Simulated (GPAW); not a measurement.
# BaMg2Sb2 (P-3m1): one start, several treatments of the self-energy

Aim: compare treatments of exchange, screening and correlation for the gap of BaMg2Sb2 (P-3m1).

Calculated with GPAW 26.7.0; LDA and many-body steps on it, plane waves.

### Step 1. The structure

The structure is trigonal, space group P-3m1 (No. 164). The conventional cell has a = 4.770 Å, b = 4.770 Å, c = 8.100 Å, α = 90.00°, β = 90.00°, γ = 120.00°. Nearest to Ba lie 6 Sb at 3.51 Å. Mg has 4 Sb at 2.89 Å nearest. Nearest to Sb lie 4 Mg at 2.89 Å and 3 Ba at 3.51 Å. Farther neighbours are not listed.

Structure file:

```cif
data_structure
_symmetry_space_group_name_H-M 'P-3m1'
_symmetry_Int_Tables_number 164
_cell_length_a 4.7700
_cell_length_b 4.7700
_cell_length_c 8.1000
_cell_angle_alpha 90.000
_cell_angle_beta 90.000
_cell_angle_gamma 120.000
_cell_volume 159.61
loop_
_atom_site_label
_atom_site_type_symbol
_atom_site_symmetry_multiplicity
_atom_site_Wyckoff_symbol
_atom_site_fract_x
_atom_site_fract_y
_atom_site_fract_z
_atom_site_occupancy
Ba1 Ba 1 a 0.00000 0.00000 0.00000 1
Mg1 Mg 2 d 0.33333 0.66667 0.62470 1
Sb1 Sb 2 d 0.33333 0.66667 0.26800 1
```

The cell and positions come from the Crystallography Open Database and are kept as given unless a step says otherwise. Spin-orbit coupling is left out unless a step names it.

### Step 2. Empty states on the mesh, 3×3×2 mesh, 269 bands

This step: GPAW 26.7.0; DFT, LDA, plane waves, PAW.

The sums over transitions need many empty states on a uniform mesh; this step solves for them.

Input file run.py:

```python
import json
import numpy as np
from gpaw.mpi import world
from gpaw import GPAW

calc = GPAW('gs.gpw').fixed_density(kpts={'size': (3, 3, 2), 'gamma': True},
    parallel={'domain': 1, 'band': 1},
    txt='nscf.txt')
calc.diagonalize_full_hamiltonian(nbands=269)
calc.write('full.gpw', mode='all')
res = {}
kpts = calc.get_ibz_k_points()
res['kpts'] = kpts
res['eigenvalues'] = [calc.get_eigenvalues(kpt=k) for k in range(len(kpts))]
res['n_electrons'] = calc.get_number_of_electrons()

if world.rank == 0:
    with open('result.json', 'w') as f:
        json.dump(res, f, default=lambda x: x.tolist())
```

Run with:

```bash
mpirun -n 4 gpaw python run.py
```

Numbers of over 12 decimals in the logs are rounded to 6 here.

The program printed:

```text
Diagonalizing LCAO Hamiltonian
Converting LCAO to pw mode
convergence criteria:
- Maximum integral of absolute [eigenst]ate change: 4e-08 eV^2 / valence electron
maximum number of iterations: 100

SCF iterations
|iter     |     time |      energy | eigst |  dens |
|iter:   1|  |             | +1.31 |       |
|iter:   2|  |             | +0.70 |       |
|iter:   3|  |             | +0.23 |       |
[...]
|iter:  48|  |             | -4.94 |       |
|iter:  49|  |             | -4.86 |       |
[... further lines of this kind ...]
|iter:  81|  |             | -7.45c|       |
SCF steps: 81
  __  _  _
 | _ |_)|_||  |
 |__||  | ||/\| - 26.7.0

Input parameters:
  mode=PW(ecut=450.000000),
  convergence={'density': 1e-06, 'bands': -3},
  gpts=array([24, 24, 40]),
  kpts=MonkhorstPack(size=(3, 3, 2), gamma=True),
  maxiter=100,
  nbands=38,
  occupations=Occupations(name='fermi-dirac', width=0.001, fixmagmom=False),
  parallel={'domain': 1, 'band': 1},
  xc=XC(name='LDA')
Matrix size: 3467x3467
# Writing to full.gpw (mode='all')
  [... matrices ...]

timing:  # [seconds]
  Total: 113.844  # ━━━━━━━━━━━━━━━━━━━━━━━━━━━━━━━━━━━━━━━━━━━━━━━━━━━━━━━━━
```

The job ended after 2.6 min (4 MPI ranks of Arm Neoverse N1, shared host; peak memory 4.1 GiB).

Numbers from this step:

* gap: 1.039 eV
* k of the valence top: 0, 0, 0
* k of the conduction bottom: 0.3333, 0, 0
* least direct gap: 1.427 eV
* k points computed: 6
* lowest point of the top converged band, above the valence top: 67.8748 eV

On this mesh the gap is 1.039 eV.

### Step 3. G0W0, Godby-Needs plasmon pole

G0W0 replaces the xc potential by the self-energy, built once from these orbitals. Only a window of levels is corrected, while the sums run over the empty bands that the input names.

This step: G0W0 on LDA, plane waves, PAW.

Input file run.py:

```python
import json
import numpy as np
from gpaw.mpi import world
from gpaw.response.g0w0 import G0W0

gw = G0W0('full.gpw',
    filename='gw',
    kpts=[0, 2],
    bands=(28, 32),
    ecut=48,
    nbands=120,
    integrate_gamma='WS',
    ppa=True)
gw.calculate()
res = {mode: {k: v for k, v in r.items() if k != 'sigma_eskwn'}
       for mode, r in gw.all_results.items()}

if world.rank == 0:
    with open('result.json', 'w') as f:
        json.dump(res, f, default=lambda x: x.tolist())
```

Run with:

```bash
mpirun -n 4 gpaw python run.py
```

The program printed:

```text
Using integrator: PointIntegrator
FrequencyGridDescriptor(from 0.000+0.000j to 0.000+27.211j eV, 2 points)
Nonperiodic BCs:  [False False False]
Using integrator: PointIntegrator
FrequencyGridDescriptor(from 0.000+0.000j to 0.000+27.211j eV, 2 points)
Nonperiodic BCs:  [False False False]
  ___  _ _ _
 |   || | | |
 | | || | | |
 |__ ||_____|
 |___|

BZ k-points: Symmetries present (total): 12

  [... matrices ...]
18 k-points: 3 x 3 x 2 Monkhorst-Pack grid + [0.000000,0.000000,1/4]
6 k-points in the irreducible part of the Brillouin zone
       k-points in crystal coordinates                weights
   0:     0.00000000    0.00000000    0.00000000          1/18
   1:     0.00000000    0.00000000    0.50000000          1/18
   2:     0.33333333    0.00000000    0.00000000          6/18
   3:     0.33333333    0.00000000    0.50000000          6/18
   4:     0.33333333    0.33333333    0.00000000          2/18
   5:     0.33333333    0.33333333    0.50000000          2/18

Distributing spins, k-points and bands (1 x 2 x 4) over 4 processes
Number of blocks: 1

Quasi particle states:
k-points (IBZ indices): [0, 2]
Band range: (28, 32)
  [... matrices ...]
Computational parameters:
Plane wave cut-off: 48 eV
Number of bands: 120
Coulomb cutoff: None
Broadening: 0.1 eV

fxc modes: GW
Kernel: RPA
Using Godby-Needs plasmon-pole approximation:
  Fitting energy: i*E0, E0 = 1.000 Hartree
Summing all q:

Calculating screened Coulomb potential
No Coulomb truncation
FrequencyGridDescriptor(from 0.000+0.000j to 0.000+27.211j eV, 2 points)
Removing empty qpoint cache files...

Calculating chi0 body with:
    Ground state adapter containing:
    Number of spins: 1
    Number of kpoints: 18
    Number of irreducible kpoints: 6
    Number of completely occupied states: 30
    Number of partially occupied states: 30
    Occupied states memory: 10.546875 M / cpu

    Linear response parametrization:
    q_c: [0.0, 0.0, 0.0]
    Number of frequency points: 2
    Planewave cutoff: 48.0
    Number of bands: 120
    Number of planewaves: 135
    Broadening (eta): 1e-06
    comm.size: 4
    kncomm.size: 4
    blockcomm.size: 1

    Memory estimate of potentially large arrays:
        chi0_wGG: 0.556183 M / cpu
Integrating chi0 body.

Symmetries of q_c:
    Direct symmetries (Uq -> q): 12
    Indirect symmetries (TUq -> q): 0
In total 12 allowed symmetries.

  [... matrices ...]
6 groups of equivalent kpoints. 66.666667% reduction.

Integral kind: response function
Integrating chi0 head and wings.

Symmetries of q_c:
    Direct symmetries (Uq -> q): 12
    Indirect symmetries (TUq -> q): 0
In total 12 allowed symmetries.

  [... matrices ...]
6 groups of equivalent kpoints. 66.666667% reduction.

Integral kind: response function wings

Calculating chi0 body with:
    Ground state adapter containing:
    Number of spins: 1
    Number of kpoints: 18
    Number of irreducible kpoints: 6
    Number of completely occupied states: 30
    Number of partially occupied states: 30
    Occupied states memory: 10.546875 M / cpu

[... the further q-points ...]

Results:
f:      Occupation numbers
eps:     KS-eigenvalues [eV]
vxc:     KS vxc [eV]
exx:     Exact exchange [eV]
sigma:   Self-energies [eV]
dsigma:  Self-energy derivatives
Z:       Renormalization factors
qp:      QP-energies [eV]

k-point 0 (0): (0.000, 0.000, 0.000)                GW
band       f     eps     vxc     exx   sigma  dsigma       Z      qp
                                                                   GW
  28   1.000   4.617 -12.707 -13.993   1.399  -0.273   0.786   4.706
  29   1.000   4.617 -12.707 -13.993   1.399  -0.273   0.786   4.706
  30   0.000   6.044 -11.039  -6.734  -3.361  -0.258   0.795   6.795
  31   0.000   6.093 -10.601  -6.523  -3.292  -0.266   0.790   6.713

k-point 1 (2): (0.333, 0.000, 0.000)                GW
band       f     eps     vxc     exx   sigma  dsigma       Z      qp
                                                                   GW
  28   1.000   3.607 -11.829 -13.170   1.370  -0.280   0.782   3.630
  29   1.000   3.772 -12.014 -13.483   1.471  -0.279   0.782   3.773
  30   0.000   5.656  -9.331  -5.388  -3.362  -0.260   0.794   6.117
  31   0.000   7.175 -10.445  -5.979  -3.628  -0.266   0.790   7.837
```

The job ended after 44 s (4 MPI ranks; peak memory 1.7 GiB).

This step gave:

- G0W0 gap on the points computed: 1.412 eV
- least direct G0W0 gap on the computed points: 2.007 eV
- Z at the valence top: 0.7856
- Z at the conduction bottom: 0.7935
- starting gap on the mesh: 1.039 eV
- k of the valence top: 0, 0, 0
- k of the conduction bottom: 0.3333, 0, 0

The gap on the mesh goes from 1.04 eV to 1.41 eV, a correction of +0.37 eV.

### Step 4. One-shot HSE06

This step: one-shot HSE06 levels on LDA orbitals, plane waves, PAW.

Input file run.py:

```python
import json
import numpy as np
from gpaw.mpi import world
from gpaw.hybrids.eigenvalues import non_self_consistent_eigenvalues

dft, vxc, vxc_hyb = non_self_consistent_eigenvalues('full.gpw', 'HSE06', 28, 32, kpt_indices=[0, 2])
res = {'dft': dft[0], 'hybrid': (dft - vxc + vxc_hyb)[0]}
if world.rank == 0:
    with open('hybrid.txt', 'w') as f:
        for k, e0, e1 in zip([0, 2], res['dft'], res['hybrid']):
            print(k, ' '.join(f'{x:9.4f}' for x in e0), '|', ' '.join(f'{x:9.4f}' for x in e1), file=f)

if world.rank == 0:
    with open('result.json', 'w') as f:
        json.dump(res, f, default=lambda x: x.tolist())
```

Run with:

```bash
mpirun -n 4 gpaw python run.py
```

The program printed:

```text
IBZ(<points: 6, symmetries: 12>)
Occupied bands: 30
Transforming wave functions from IBZ to BZ: 0.039 seconds
Distributing wave functions and iFFT-ing to real space: 0.265 seconds
Calculating eigenvalues:
  k-points: 2
  Bands: 28-31 (inclusive)
  Seconds: 1.287 (wave-function broadcasting: 0.026 seconds)
HSE06-eigenvalue shifts:
  min: -0.112 eV
  ave: 0.278 eV
  max: 0.718 eV
```

The job ended after 5.6 s (4 MPI ranks; peak memory 0.9 GiB; 22 s of CPU time).

Numbers from this step:

```yaml
starting_gap_on_the_mesh: 1.039 eV
hybrid_gap_on_the_mesh: 1.664 eV
least_direct_hybrid_gap_on_the_computed_points: 2.180 eV
```

### Step 5. G0W0, extrapolated in the cutoff

This step: G0W0 on LDA, plane waves, PAW.

Input file run.py:

```python
import json
import numpy as np
from gpaw.mpi import world
from gpaw.response.g0w0 import G0W0

gw = G0W0('full.gpw',
    filename='gw',
    kpts=[0, 2],
    bands=(28, 32),
    ecut=80.0,
    integrate_gamma='WS',
    ppa=True,
    ecut_extrapolation=True)
gw.calculate()
res = {mode: {k: v for k, v in r.items() if k != 'sigma_eskwn'}
       for mode, r in gw.all_results.items()}

if world.rank == 0:
    with open('result.json', 'w') as f:
        json.dump(res, f, default=lambda x: x.tolist())
```

Run with:

```bash
mpirun -n 4 gpaw python run.py
```

The program printed:

```text
Using integrator: PointIntegrator
FrequencyGridDescriptor(from 0.000+0.000j to 0.000+27.211j eV, 2 points)
Nonperiodic BCs:  [False False False]
Using integrator: PointIntegrator
FrequencyGridDescriptor(from 0.000+0.000j to 0.000+27.211j eV, 2 points)
Nonperiodic BCs:  [False False False]
  ___  _ _ _
 |   || | | |
 | | || | | |
 |__ ||_____|
 |___|

BZ k-points: Symmetries present (total): 12

  [... matrices ...]
18 k-points: 3 x 3 x 2 Monkhorst-Pack grid + [0.000000,0.000000,1/4]
6 k-points in the irreducible part of the Brillouin zone
       k-points in crystal coordinates                weights
   0:     0.00000000    0.00000000    0.00000000          1/18
   1:     0.00000000    0.00000000    0.50000000          1/18
   2:     0.33333333    0.00000000    0.00000000          6/18
   3:     0.33333333    0.00000000    0.50000000          6/18
   4:     0.33333333    0.33333333    0.00000000          2/18
   5:     0.33333333    0.33333333    0.50000000          2/18

Distributing spins, k-points and bands (1 x 2 x 4) over 4 processes
Number of blocks: 1

Quasi particle states:
k-points (IBZ indices): [0, 2]
Band range: (28, 32)
  [... matrices ...]
Computational parameters:
Extrapolating to infinite plane wave cut-off using points at:
  68.942 eV
  73.959 eV
  80.000 eV
Number of bands: 259
Coulomb cutoff: None
Broadening: 0.1 eV

fxc modes: GW
Kernel: RPA
Using Godby-Needs plasmon-pole approximation:
  Fitting energy: i*E0, E0 = 1.000 Hartree
Summing all q:

Calculating screened Coulomb potential
No Coulomb truncation
FrequencyGridDescriptor(from 0.000+0.000j to 0.000+27.211j eV, 2 points)
Removing empty qpoint cache files...

Calculating chi0 body with:
    Ground state adapter containing:
    Number of spins: 1
    Number of kpoints: 18
[...]
chi0_wGG: 1.922638 M / cpu
Integrating chi0 body.

Symmetries of q_c:
    Direct symmetries (Uq -> q): 12
    Indirect symmetries (TUq -> q): 0
In total 12 allowed symmetries.

  [... matrices ...]
6 groups of equivalent kpoints. 66.666667% reduction.

Integral kind: response function
Integrating chi0 head and wings.

Symmetries of q_c:
    Direct symmetries (Uq -> q): 12
    Indirect symmetries (TUq -> q): 0
In total 12 allowed symmetries.

  [... matrices ...]
6 groups of equivalent kpoints. 66.666667% reduction.

Integral kind: response function wings

Calculating chi0 body with:
    Ground state adapter containing:
    Number of spins: 1
    Number of kpoints: 18
    Number of irreducible kpoints: 6
    Number of completely occupied states: 30
    Number of partially occupied states: 30
    Occupied states memory: 10.546875 M / cpu

[... the further q-points ...]
Extrapolating selfenergy to infinite energy cutoff:
  Performing linear fit to 3 points
  Warning: Bad quality of linear fit for some (n,k).
           Higher cutoff might be necessary.
  Minimum R^2 = 0.2217. (R^2 Should be close to 1)
  [... matrices ...]
Results:
f:      Occupation numbers
eps:     KS-eigenvalues [eV]
vxc:     KS vxc [eV]
exx:     Exact exchange [eV]
sigma:   Self-energies [eV]
dsigma:  Self-energy derivatives
Z:       Renormalization factors
qp:      QP-energies [eV]

k-point 0 (0): (0.000, 0.000, 0.000)                GW
band       f     eps     vxc     exx   sigma  dsigma       Z      qp
                                                                   GW
  28   1.000   4.617 -12.707 -13.993   0.540  -0.281   0.781   4.035
  29   1.000   4.617 -12.707 -13.993   0.540  -0.281   0.781   4.035
  30   0.000   6.044 -11.039  -6.734  -3.935  -0.261   0.793   6.338
[...]
k-point 1 (2): (0.333, 0.000, 0.000)                GW
band       f     eps     vxc     exx   sigma  dsigma       Z      qp
                                                                   GW
[...]
30   0.000   5.656  -9.331  -5.388  -3.818  -0.263   0.792   5.755
  31   0.000   7.175 -10.445  -5.979  -4.188  -0.269   0.788   7.394
```

Run time: 3 min. Hardware: 4 MPI ranks; peak memory 2.1 GiB.

This step gave:

- quasiparticle gap on the points computed: 1.720 eV
- least direct quasiparticle gap on the computed points: 2.248 eV
- Z at the valence top: 0.7806
- Z at the conduction bottom: 0.7917
- starting gap on the mesh: 1.039 eV
- k of the valence top: 0, 0, 0
- k of the conduction bottom: 0.3333, 0, 0
- gaps at the cutoffs of the extrapolation: 1.532, 1.550, 1.570 eV

Against G0W0 in GPAW (3×3×2 mesh, 120 bands, screening to 48 eV, Godby-Needs plasmon pole), the gap moves by +0.309 eV.

### Step 6. One-shot PBE0

This step: one-shot PBE0 levels on LDA orbitals, plane waves, PAW.

Input file run.py:

```python
import json
import numpy as np
from gpaw.mpi import world
from gpaw.hybrids.eigenvalues import non_self_consistent_eigenvalues

dft, vxc, vxc_hyb = non_self_consistent_eigenvalues('full.gpw', 'PBE0', 28, 32, kpt_indices=[0, 2])
res = {'dft': dft[0], 'hybrid': (dft - vxc + vxc_hyb)[0]}
if world.rank == 0:
    with open('hybrid.txt', 'w') as f:
        for k, e0, e1 in zip([0, 2], res['dft'], res['hybrid']):
            print(k, ' '.join(f'{x:9.4f}' for x in e0), '|', ' '.join(f'{x:9.4f}' for x in e1), file=f)

if world.rank == 0:
    with open('result.json', 'w') as f:
        json.dump(res, f, default=lambda x: x.tolist())
```

Run with:

```bash
mpirun -n 4 gpaw python run.py
```

The program printed:

```text
IBZ(<points: 6, symmetries: 12>)
Occupied bands: 30
Transforming wave functions from IBZ to BZ: 0.041 seconds
Distributing wave functions and iFFT-ing to real space: 0.322 seconds
Calculating eigenvalues:
  k-points: 2
  Bands: 28-31 (inclusive)
  Seconds: 1.571 (wave-function broadcasting: 0.026 seconds)
HSE06-eigenvalue shifts:
  min: -0.511 eV
  ave: 0.223 eV
  max: 0.981 eV
```

Elapsed: 5.7 s, on 4 MPI ranks; peak memory 0.95 GiB.

This step gave:

| Quantity | Value |
| --- | --- |
| starting gap on the mesh | 1.039 eV |
| hybrid gap on the mesh | 2.320 eV |
| least direct hybrid gap on the computed points | 2.842 eV |

### Step 7. G0W0, full frequency, Hilbert transform

This step: G0W0 on LDA, plane waves, PAW.

Input file run.py:

```python
import json
import numpy as np
from gpaw.mpi import world
from gpaw.response.g0w0 import G0W0

gw = G0W0('full.gpw',
    filename='gw',
    kpts=[0, 2],
    bands=(28, 32),
    ecut=48,
    nbands=120,
    integrate_gamma='WS',
    frequencies={'type': 'nonlinear', 'domega0': 0.1, 'omega2': 15.0},
    eta=0.1,
    nblocksmax=True)
gw.calculate()
res = {mode: {k: v for k, v in r.items() if k != 'sigma_eskwn'}
       for mode, r in gw.all_results.items()}

if world.rank == 0:
    with open('result.json', 'w') as f:
        json.dump(res, f, default=lambda x: x.tolist())
```

Run with:

```bash
mpirun -n 4 gpaw python run.py
```

The program printed:

```text
Using integrator: PointIntegrator
NonLinearFrequencyDescriptor(from 0.000 to 110.916 eV, 274 points)
Nonperiodic BCs:  [False False False]
Using integrator: PointIntegrator
NonLinearFrequencyDescriptor(from 0.000 to 110.916 eV, 274 points)
Nonperiodic BCs:  [False False False]
  ___  _ _ _
 |   || | | |
 | | || | | |
 |__ ||_____|
 |___|

BZ k-points: Symmetries present (total): 12

  [... matrices ...]
18 k-points: 3 x 3 x 2 Monkhorst-Pack grid + [0.000000,0.000000,1/4]
6 k-points in the irreducible part of the Brillouin zone
[...]
GW
  28   1.000   4.617 -12.707 -13.993   1.433  -0.329   0.752   4.727
  29   1.000   4.617 -12.707 -13.993   1.433  -0.329   0.752   4.727
  30   0.000   6.044 -11.039  -6.734  -3.276  -0.308   0.764   6.831
[...]
k-point 1 (2): (0.333, 0.000, 0.000)                GW
band       f     eps     vxc     exx   sigma  dsigma       Z      qp
                                                                   GW
[...]
30   0.000   5.656  -9.331  -5.388  -3.262  -0.306   0.766   6.178
  31   0.000   7.175 -10.445  -5.979  -3.563  -0.333   0.750   7.852
```

Run time: 86 s. Hardware: 4 MPI ranks; peak memory 1.7 GiB.

Numbers from this step:

| Item | Value |
| --- | --- |
| G0W0 gap on the points computed | 1.450 eV |
| least direct G0W0 gap on the computed points | 2.024 eV |
| starting gap on the mesh | 1.039 eV |
| k of the valence top | 0, 0, 0 |
| k of the conduction bottom | 0.3333, 0, 0 |

Against G0W0 in GPAW (3×3×2 mesh, 120 bands, screening to 48 eV, Godby-Needs plasmon pole), the gap moves by +0.038 eV.

### Step 8. Side by side

Times are wall times on 4 MPI ranks of Arm Neoverse N1, shared host, good to a factor of about two.

```csv
run,mesh,bands,screening cutoff (eV),DFT gap (eV),gap on the mesh (eV),direct (eV),time
"G0W0, Godby-Needs plasmon pole",3×3×2,120,48,1.039,1.412,2.007,44 s
one-shot HSE06,3×3×2,-,-,1.039,1.664,2.180,5.6 s
"G0W0, extrapolated in the cutoff",3×3×2,-,80,1.039,1.720,2.248,3 min
one-shot PBE0,3×3×2,-,-,1.039,2.320,2.842,5.7 s
"G0W0, full frequency, Hilbert transform",3×3×2,120,48,1.039,1.450,2.024,86 s
```

### Step 9. Summary of results

- G0W0, Godby-Needs plasmon pole: 1.412 eV
- one-shot HSE06: 1.664 eV
- G0W0, extrapolated in the cutoff: 1.720 eV
- one-shot PBE0: 2.320 eV
- G0W0, full frequency, Hilbert transform: 1.450 eV
- known limits: not at the basis limit; no spin-orbit coupling; coarse k mesh

One-shot HSE06: +0.252 eV against G0W0, Godby-Needs plasmon pole. G0W0, extrapolated in the cutoff: +0.309 eV against G0W0, Godby-Needs plasmon pole, at other bands or cutoff, so not like for like. One-shot PBE0: +0.908 eV against G0W0, Godby-Needs plasmon pole. G0W0, full frequency, Hilbert transform: +0.038 eV against G0W0, Godby-Needs plasmon pole. One-shot hybrid levels are evaluated on the LDA orbitals. Bands and cutoff are finite, so the gap is not at the basis limit. The miss can reach some tenths of an eV and take either sign; the mesh is an error of its own. These stock PAW sets were not made for GW. In the G0W0 runs levels were corrected at 2 k points alone, so a gap called «on the mesh» is the least over those, and an edge elsewhere would be missed. The program warns of a poor linear fit in the extrapolation of some level, so the extrapolated values are rough. A denser mesh or path gives a starting gap of 0.78 eV: the GW mesh misses a band edge, so its gaps are not the fundamental one. The 3×3×2 mesh is coarse for this cell, which bears on the long-range parts of exchange and screening. The many-body steps are scalar-relativistic: spin-orbit coupling is not in them.

[Paths, hosts, dates, memory and timing lines, banners, echoed tables and standing remarks are left out of the program output.]

[Logs are printed without paths, hosts, clocks, repeated set-up lines and the standing remarks that a program may print on its own settings, such as how far it seeks lower states.]

[Runs of the session that timed out or met a known fault of the program may be left out.]

[Hosts, paths, dates, database ids (printed as entryN), source tags and the programs' standing remarks are cut or masked in the printed files.]
